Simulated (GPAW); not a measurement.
# Al K-edge XANES of La3AlC (Pm-3m), part 3 of 3

Aim: the near-edge shape at the Al K edge of La3AlC (Pm-3m), and what the core hole does to it.

GPAW 26.7.0; X-ray absorption from dipole matrix elements to empty bands, plane-wave PAW LDA.

So far. Step 5 (Spectrum with XCH, Al atom 4): The total-energy difference is 1562.67 eV. One term is added: -13.88 eV, since the hole is spin-paired here and a spin-polarised one costs that much less in the free atom (computed apart). The photon energy is then 1548.79 eV. The tabulated edge of the element is 1559 eV. The functional leaves an error in such absolute values: in the free atom LDA prices this hole 7.2 eV below PBE (computed apart), and PBE is itself good to a few eV.

### Step 8. Spectrum with XCH, Al atom 4

A smaller cell brings the holes closer; here they are 5.2 Å apart.

Changed against the first core-hole run: supercell atoms from 10 to 5.

Input file xas.py:

```python
import numpy as np
from ase import Atoms
from ase.parallel import parprint, paropen
from gpaw import GPAW, PW, FermiDirac, Mixer, MixerDif, setup_paths
from gpaw.test import gen
setup_paths.insert(0, '.')
gen('Al', name='fch1s', xcname='LDA', corehole=(1, 0, 1), write_xml=True)
from gpaw.mpi import world
world.barrier()

atoms = Atoms('La3AlC',
    cell=[[5.205131, 0, 0],
     [0, 5.205131, 0],
     [0, 0, 5.205131]],
    scaled_positions=[[0, 0.5, 0.5],
     [0.5, 0, 0.5],
     [0.5, 0.5, 0],
     [0, 0, 0],
     [0.5, 0.5, 0.5]],
    pbc=True)
atoms.calc = calc = GPAW(legacy_gpaw=True, mode=PW(430, force_complex_dtype=True), xc='LDA', setups={3: 'fch1s'},
    kpts={'size': (4, 4, 4), 'gamma': True}, occupations=FermiDirac(0.1),
    charge=-1, mixer=Mixer(0.1, 5, 50), maxiter=150,
    convergence={'density': 0.0001, 'eigenstates': 1e-6}, txt='scf.txt')
energy = atoms.get_potential_energy() + calc.get_reference_energy()
ef = calc.get_fermi_level()
out = dict(energy=energy, fermi=ef, forces=atoms.get_forces().tolist())
parprint(f'all-electron energy {energy:.4f} eV, Fermi level {ef:.4f} eV')
ev = np.array([[calc.get_eigenvalues(k, s) for k in range(len(calc.get_ibz_k_points()))] for s in range(calc.get_number_of_spins())])
out['homo'], out['lumo'], out['counts'] = ev[ev < ef].max(), ev[ev > ef].min(), sorted(set((ev < ef).sum((0, 2)).tolist()))
out['filled'] = (ev[:, 0] < ef).sum(1).tolist()

from ase.units import Ha
from gpaw.xas import dipole_matrix_elements
nb = int(calc.get_number_of_electrons() / 2) + 102
top, nb = nb, nb + 8 + nb // 12
nscf = calc.fixed_density(kpts={'size': (5, 5, 5), 'gamma': True}, nbands=nb,
    convergence={'bands': top, 'eigenstates': 5e-3}, maxiter=60, txt='nscf.txt')
cell = atoms.cell.array
ops = [cell.T @ U.T @ np.linalg.inv(cell.T) for U in nscf.wfs.kd.symmetry.op_scc]
E = np.arange(-6, 34, 0.1)
fwhm = np.interp(E, [4, 25], [0.9, 3.5])
Y, X, zero, highest = 0, 0, 1e9, 1e9
for spin in range(nscf.get_number_of_spins()):
    wfs = nscf.wfs
    mine = wfs.bd.get_slice()  # this rank's bands
    A = dipole_matrix_elements(wfs.setups[3])
    eps = np.zeros((wfs.kd.nibzkpts, nb))
    d = np.zeros((3, A.shape[1], wfs.kd.nibzkpts, nb), complex)
    for kpt in wfs.kpt_u:
        if kpt.s == spin and 3 in kpt.P_ani:
            eps[kpt.k, mine] = kpt.eps_n * Ha
            d[:, :, kpt.k, mine] = (kpt.weight * wfs.nspins / 2) ** 0.5 * np.inner(A, kpt.P_ani[3])
    world.sum(eps)
    world.sum(d)
    T = np.einsum('amkn,bmkn->abkn', d, d.conj()).real
    T = sum(np.einsum('ai,ijkn,bj->abkn', R, T, R) for R in ops) / len(ops)
    empty = eps > ef
    zero, highest = min(zero, eps[empty].min()), min(highest, eps[:, top - 1].min())
    lines = [(eps, T, empty)] if spin == 0 else lines + [(eps, T, empty)]
for eps, T, empty in lines:
    f = np.einsum('aakn->akn', T).reshape(3, -1)
    x = eps.ravel() - zero
    w = np.interp(x, E, fwhm) / 2.35482
    g = np.exp(-0.5 * ((E[:, None] - x) / w) ** 2) / (w * (2 * np.pi) ** 0.5)
    Y = Y + (f * empty.ravel()) @ g.T
    X = X + (f * ~empty.ravel()) @ g.T
out.update(E=E.round(2).tolist(), xas=Y.tolist(), xes=X.tolist(), zero=zero, valid=highest - zero, nk=len(eps), nb=nb)
for i in range(0, len(E), 10):
    parprint(f'{E[i]:7.2f}', *(f'{v:10.3e}' for v in Y[:, i]))
import json
with paropen('out.json', 'w') as f:
    json.dump(out, f)
```

Run with:

```console
$ OMP_NUM_THREADS=1 mpirun -n 4 gpaw python xas.py
```

Numbers of over 12 decimals in the logs are rounded to 6 here.

The log of the run:

```text
Input parameters:
  charge: -1
  convergence: {density: 0.0001,
                eigenstates: 1e-06}
  kpts: {gamma: True,
         size: (4, 4, 4)}
  maxiter: 150
  mixer: {backend: pulay,
          beta: 0.1,
          method: separate,
          nmaxold: 5,
          weight: 50}
  mode: {ecut: 430.0,
         force_complex_dtype: True,
         name: pw}
  occupations: {fixmagmom: False,
[...]
*p    :     0.562239
*d    :     0.000000
--------------------------------

Diagonalizing with gridspacing h=0.050

state   all-electron     PAW
-------------------------------
3s:      -0.683483    -0.683641
3p:      -0.437761    -0.437937
*d:                   -0.137096
*f:                   -0.021062
-------------------------------
all-electron energy -698881.3873 eV, Fermi level 8.3676 eV
[...]
32.00  5.671e-06  5.671e-06  5.671e-06
  33.00  7.019e-06  7.019e-06  7.019e-06
[key lines of the parts left out:]
Converged after 33 iterations.
Dipole moment: (0.000000, 0.000000, 0.000000) |e|*Ang
Free energy:    -41.382218
Fermi level: 8.36758
```

Wall time 21 s (4 MPI ranks of Intel Xeon Platinum 8488C (Sapphire Rapids), shared host); peak memory 0.26 GiB.

| E (eV) | first run | this run |
| --- | --- | --- |
| -2.0 | 0.00 | 0.00 |
| -1.0 | 0.00 | 0.00 |
| 0.0 | 0.07 | 0.20 |
| 1.0 | 0.56 | 0.55 |
| 2.0 | 0.49 | 0.56 |
| 3.0 | 0.68 | 0.70 |
| 4.0 | 1.31 | 1.59 |
| 5.0 | 3.90 | 3.80 |
| 6.0 | 1.62 | 1.33 |
| 7.0 | 0.64 | 0.72 |
| 8.0 | 1.02 | 0.93 |
| 9.0 | 0.97 | 0.86 |
| 10.0 | 0.81 | 0.89 |
| 11.0 | 0.74 | 0.59 |
| 12.0 | 0.43 | 0.39 |
| 13.0 | 0.32 | 0.35 |
| 14.0 | 0.41 | 0.46 |
| 15.0 | 0.71 | 0.79 |
| 16.0 | 1.07 | 1.15 |
| 17.0 | 1.28 | 1.34 |
| 18.0 | 1.27 | 1.21 |
| 19.0 | 1.13 | 1.03 |
| 20.0 | 1.05 | 1.00 |
| 21.0 | 1.00 | 0.97 |
| 22.0 | 0.95 | 0.90 |
| 23.0 | 0.88 | 0.85 |
| 24.0 | 0.80 | 0.79 |
| 25.0 | 0.72 | 0.71 |
| 26.0 | 0.64 | 0.64 |
| 27.0 | 0.59 | 0.59 |
| 28.0 | 0.55 | 0.56 |
| 29.0 | 0.55 | 0.54 |

The scaled spectrum changes by 15 % r.m.s. A shift of -0.2 eV leaves 5 %. The highest intensity below 16 eV goes from 5.0 eV (3.90) to 4.8 eV (4.06).

The photon energy of the zero moves by +0.11 eV.

### Step 9. What the core hole does

Both curves are counted from their own zero, so only the shift of weight within the empty states shows.

| E (eV) | no hole | XCH |
| --- | --- | --- |
| -2.0 | 0.00 | 0.00 |
| -1.0 | 0.01 | 0.00 |
| 0.0 | 0.30 | 0.07 |
| 1.0 | 0.62 | 0.56 |
| 2.0 | 0.35 | 0.49 |
| 3.0 | 0.32 | 0.68 |
| 4.0 | 0.50 | 1.31 |
| 5.0 | 1.31 | 3.90 |
| 6.0 | 2.70 | 1.62 |
| 7.0 | 1.68 | 0.64 |
| 8.0 | 1.34 | 1.02 |
| 9.0 | 1.42 | 0.97 |
| 10.0 | 1.14 | 0.81 |
| 11.0 | 1.13 | 0.74 |
| 12.0 | 0.69 | 0.43 |
| 13.0 | 0.43 | 0.32 |
| 14.0 | 0.37 | 0.41 |
| 15.0 | 0.50 | 0.71 |
| 16.0 | 0.79 | 1.07 |
| 17.0 | 1.13 | 1.28 |
| 18.0 | 1.40 | 1.27 |
| 19.0 | 1.37 | 1.13 |
| 20.0 | 1.25 | 1.05 |
| 21.0 | 1.21 | 1.00 |
| 22.0 | 1.16 | 0.95 |
| 23.0 | 1.09 | 0.88 |
| 24.0 | 1.05 | 0.80 |
| 25.0 | 0.99 | 0.72 |
| 26.0 | 0.90 | 0.64 |
| 27.0 | 0.82 | 0.59 |
| 28.0 | 0.76 | 0.55 |
| 29.0 | 0.70 | 0.55 |

With each curve scaled to its own mean, the area from −2 to 6 eV with the hole is 8.0 against 4.9, and the centre of weight from −1 to 20 eV moves by -0.6 eV: the hole pulls the absorber's empty states down.

### Step 10. What came out

| Quantity | Value |
| --- | --- |
| absorber and edge | Al K, atom 4 of the ground-state input (counted from 1) |
| surroundings | 12 La at 3.68 Å (cuboctahedral, site symmetry m-3m) |
| highest intensity below 16 eV | 5.0 eV above the zero, height 3.90 |
| photon energy of the zero, with the added terms | 1548.8 eV (raw 1562.7 eV; LDA puts this hole about 7 eV below PBE, itself good to a few eV) |

What this shows: The Al K edge of atom 4, with 12 La at 3.68 Å (cuboctahedral, site symmetry m-3m), has its highest intensity of the first 16 eV at 5.0 eV above the zero, near 1554 eV in photon energy (LDA puts this hole about 7 eV below PBE, itself good to a few eV), 3.9 times the mean level of the first 20 eV (Gaussian full width 0.9 eV up to 4 eV, rising linearly to 3.5 eV at 25 eV). With each curve scaled to its own mean, the area from −2 to 6 eV with the hole is 8.0 against 4.9, and the centre of weight from −1 to 20 eV moves by -0.6 eV: the hole pulls the absorber's empty states down. Changing the core hole to FCH alters the shape by 14 % r.m.s., a modest effect on the whole. Changing the supercell atoms from 10 to 5 alters the shape by 15 % r.m.s., a modest effect on the whole. The mesh is coarse (0.24 Å⁻¹ between points), so small maxima may be mesh ripples. The structure is a computed Materials Project entry and may be a hypothetical form.

[Banner, clock and machine lines of the logs are left out without a mark of their own.]

[Logs are printed without paths, hosts, clocks, repeated set-up lines and the standing remarks that a program may print on its own settings, such as how far it seeks lower states.]

[Hosts, paths, dates, database ids (printed as entryN), source tags and the programs' standing remarks are cut or masked in the printed files.]

[Lists of maxima count a maximum above −3 eV only where it reaches 4 % of the highest in the window and stands out from its surroundings by 2 % of it (1.5 % where it reaches 55 %); shoulders and weaker maxima are passed over, and of the rest the first, up to two pre-edge ones and the few strongest are named.]
